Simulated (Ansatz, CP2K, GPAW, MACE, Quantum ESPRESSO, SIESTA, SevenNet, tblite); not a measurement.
## Atom list for Liquid K2CO3 at 1100 K (108 atoms)

The starting structure: 36 K+, 18 CO3 2- placed at random, at 1.93 g/cm³; overlaps pushed apart, then 10 ps at 1500 K with harmonic planar carbonate ions with charges +1 on C and -1 on O; Joung-Cheatham ions (J. Phys. Chem. B 112, 9020 (2008)); charges of ions scaled by 0.8. Snapshot after 20 ps at 1100 K and fixed volume. The starting density is a measured one. Then every atom was moved at random, 0.03 Å r.m.s. a Cartesian component.

Geometry: the built cell with every atom moved at random. Computed with Ansatz 0.2.0: Kohn-Sham DFT, PBE, PAW, plane waves; cutoff 420 eV, Γ point, fermi-dirac smearing of 0.05 eV; density 1.93 g/cm³.

Extended XYZ; positions in Å, forces in eV/Å, q the Löwdin charge in e:

```xyz
108
Lattice="12.892 0.000 0.000 0.000 12.892 0.000 0.000 0.000 12.892" Properties=species:S:1:pos:R:3:charge:R:1:forces:R:3 pbc="T T T"
C 3.220 5.009 8.643 0.67 -1.319 4.386 2.260
O 2.069 4.851 9.196 -0.69 -2.123 -1.205 -0.521
O 4.051 4.136 8.580 -0.57 3.163 -3.505 -0.963
O 3.550 6.297 8.478 -0.75 0.626 0.348 -0.933
C 11.738 7.703 12.680 0.69 2.971 -7.367 -1.574
O 11.717 8.784 0.197 -0.62 -0.316 12.118 4.618
O 10.855 7.284 11.937 -0.62 -3.020 -2.288 -2.672
O 12.797 6.978 0.159 -0.75 0.255 -1.558 0.258
C 10.869 2.085 2.470 0.63 3.861 -1.523 6.852
O 11.416 3.178 2.266 -0.66 4.943 3.491 0.338
O 9.858 1.937 1.942 -0.54 -10.232 -3.076 -5.463
O 11.193 1.135 3.490 -0.78 0.971 1.652 -1.880
C 10.160 1.332 8.003 0.60 1.147 1.969 0.195
O 8.951 1.692 8.066 -0.63 -2.466 -0.270 -0.502
O 10.632 0.424 8.734 -0.64 0.521 -2.657 0.972
O 10.981 2.064 7.315 -0.70 1.198 0.391 -1.000
C 12.790 0.769 11.480 0.65 7.430 6.767 1.539
O 0.034 2.033 11.373 -0.72 0.096 4.673 -2.430
O 11.767 0.353 11.737 -0.54 -12.565 -6.838 1.700
O 0.979 0.225 11.738 -0.69 5.488 -4.961 -0.047
C 3.850 12.329 8.262 0.67 7.835 0.453 -0.528
O 3.302 11.274 8.195 -0.61 -3.696 -7.384 -1.553
O 5.243 12.341 8.019 -0.79 -1.541 0.549 -0.014
O 3.316 0.384 8.756 -0.61 -2.768 6.325 2.354
C 3.240 12.332 3.383 0.70 -0.505 1.160 -2.555
O 2.811 0.002 2.342 -0.73 -1.865 2.774 -4.970
O 2.510 11.430 3.765 -0.65 -2.175 -4.709 3.802
O 4.331 12.729 3.773 -0.64 4.607 0.419 3.003
C 8.202 4.947 11.200 0.62 -0.473 -3.684 -2.251
O 7.760 6.108 10.938 -0.65 0.383 1.325 0.600
O 9.395 4.672 11.665 -0.67 -0.674 0.314 0.233
O 7.420 3.902 10.753 -0.70 1.134 1.619 1.555
C 2.887 4.230 12.886 0.67 -2.697 3.479 6.209
O 3.005 3.038 0.254 -0.64 0.737 -4.742 -0.218
O 2.328 5.043 0.970 -0.78 0.003 -1.069 0.152
O 3.290 4.839 11.944 -0.59 2.407 1.520 -5.617
C 7.225 12.747 12.593 0.67 0.950 -1.452 2.666
O 7.905 11.836 12.078 -0.68 3.872 -4.589 0.301
O 6.620 0.446 11.739 -0.64 -5.701 5.508 -4.029
O 7.122 0.084 0.965 -0.68 -0.140 0.225 0.961
C 2.897 3.818 5.175 0.67 4.957 1.766 2.779
O 2.476 2.813 5.628 -0.61 -3.679 -9.374 2.458
O 4.111 4.099 5.435 -0.71 3.928 1.443 -0.916
O 2.161 4.673 4.799 -0.66 -5.566 6.858 -4.815
C 6.803 4.387 3.763 0.68 0.709 -0.165 -0.567
O 7.343 5.414 3.258 -0.68 1.196 3.100 -0.585
O 7.070 3.978 4.912 -0.67 1.129 -0.701 3.697
O 6.054 3.700 3.050 -0.67 -2.968 -2.482 -3.027
C 8.918 10.598 3.800 0.65 6.680 -6.739 -4.841
O 8.548 9.614 3.050 -0.69 -0.874 -3.039 -0.874
O 8.082 11.381 4.020 -0.58 -5.407 7.899 4.082
O 10.265 10.621 3.901 -0.71 -0.585 1.202 2.259
C 7.688 9.111 8.136 0.65 3.596 -4.327 2.165
O 6.871 9.841 7.644 -0.57 -3.445 3.062 -2.462
O 8.584 9.554 8.987 -0.72 0.959 0.799 0.838
O 7.750 7.799 7.914 -0.71 -0.720 0.431 -0.774
C 3.914 8.412 4.260 0.66 1.714 -0.918 3.567
O 4.513 8.825 3.277 -0.63 3.719 1.906 -3.081
O 4.406 8.170 5.454 -0.73 2.223 0.767 0.837
O 2.770 8.062 4.161 -0.64 -8.158 -1.708 -1.606
C 4.429 9.139 12.435 0.64 3.177 1.807 -3.736
O 4.636 10.321 12.886 -0.69 -0.509 1.740 1.808
O 3.266 8.864 12.069 -0.62 -2.154 -2.091 0.171
O 5.538 8.583 11.919 -0.71 -1.608 -0.818 0.969
C 0.224 9.256 9.031 0.66 1.431 -3.888 0.345
O 12.505 10.225 8.637 -0.67 -2.982 6.132 -2.926
O 1.027 8.601 8.323 -0.65 2.054 -0.956 -2.783
O 12.813 8.785 10.146 -0.67 -0.616 -1.254 4.013
C 11.354 5.860 5.618 0.69 -3.915 -0.504 3.028
O 11.966 6.445 4.827 -0.65 6.295 9.385 -9.206
O 10.328 6.322 6.148 -0.68 -3.734 1.752 2.724
O 11.794 4.771 5.814 -0.68 1.428 -8.749 3.723
K 7.041 1.256 3.578 0.85 -0.059 0.057 -0.439
K 0.269 0.578 1.788 0.87 0.325 -0.041 -0.162
K 5.889 2.959 12.485 0.85 0.441 -0.108 0.069
K 5.771 5.996 6.834 0.84 -0.763 -1.140 0.826
K 9.389 3.668 6.033 0.85 -0.203 0.176 0.105
K 5.230 6.073 11.215 0.85 0.309 0.079 -0.738
K 2.281 9.432 1.594 0.84 0.384 0.220 0.697
K 7.982 8.393 11.822 0.85 0.583 0.270 0.096
K 4.160 5.898 2.966 0.85 0.177 -0.585 0.127
K 9.950 7.147 9.187 0.85 -0.270 -0.438 0.456
K 1.750 6.814 6.252 0.83 0.290 -0.285 0.359
K 0.963 6.503 2.587 0.83 0.127 -0.825 0.091
K 5.477 10.707 5.127 0.83 -0.001 0.495 0.719
K 11.199 8.921 6.692 0.86 -0.356 -0.200 -0.171
K 5.547 11.150 10.550 0.89 -0.485 -0.540 0.031
K 1.963 6.825 10.849 0.82 -0.571 0.199 -0.087
K 12.856 4.004 7.898 0.87 0.374 -0.313 0.269
K 3.880 0.186 12.560 0.85 -0.476 -0.069 0.621
K 5.250 2.415 6.891 0.84 -0.375 -0.269 0.218
K 6.050 10.644 1.909 0.84 0.707 0.061 0.529
K 12.713 2.835 4.813 0.82 0.542 -0.504 -0.349
K 12.362 4.285 12.838 0.84 0.383 0.066 -0.110
K 7.663 12.324 9.388 0.82 0.924 0.801 -0.728
K 1.346 10.601 5.907 0.86 0.576 0.084 0.277
K 10.840 10.345 10.918 0.83 -0.532 0.131 -0.177
K 4.516 8.792 8.207 0.84 -0.520 -0.017 -0.115
K 9.608 12.306 1.289 0.85 0.234 -0.100 0.292
K 0.429 12.702 9.041 0.84 0.167 0.080 -0.543
K 9.440 12.420 6.119 0.87 0.276 -0.016 -0.352
K 10.565 2.526 10.403 0.86 -0.801 0.018 0.359
K 11.028 7.996 3.014 0.85 -0.782 0.795 -0.327
K 0.977 10.306 11.789 0.84 0.171 0.025 0.066
K 6.922 7.564 4.939 0.84 1.177 0.539 -0.915
K 3.531 2.450 2.613 0.85 0.192 0.224 0.924
K 9.438 4.937 1.387 0.86 -0.368 -0.338 0.098
K 2.870 2.384 10.285 0.82 -0.396 0.541 -0.129
```

The network of bonds at the start is that of the classical potential that made the cell, and needn't be the one that DFT or experiment would give. Only the Γ point is sampled, in a cell whose shortest periodic width is 13 Å. The Löwdin charges lack the electrons that the projection spills, 0.059 e an atom on average.

The r.m.s. force component is 2.96 eV/Å; the longest force, 14.6 eV/Å, acts on O70.

[Logs are printed without paths, hosts, clocks, repeated set-up lines and the standing remarks that a program may print on its own settings, such as how far it seeks lower states.]

[Hosts, paths, dates, database ids (printed as entryN), source tags and the programs' standing remarks are cut or masked in the printed files.]
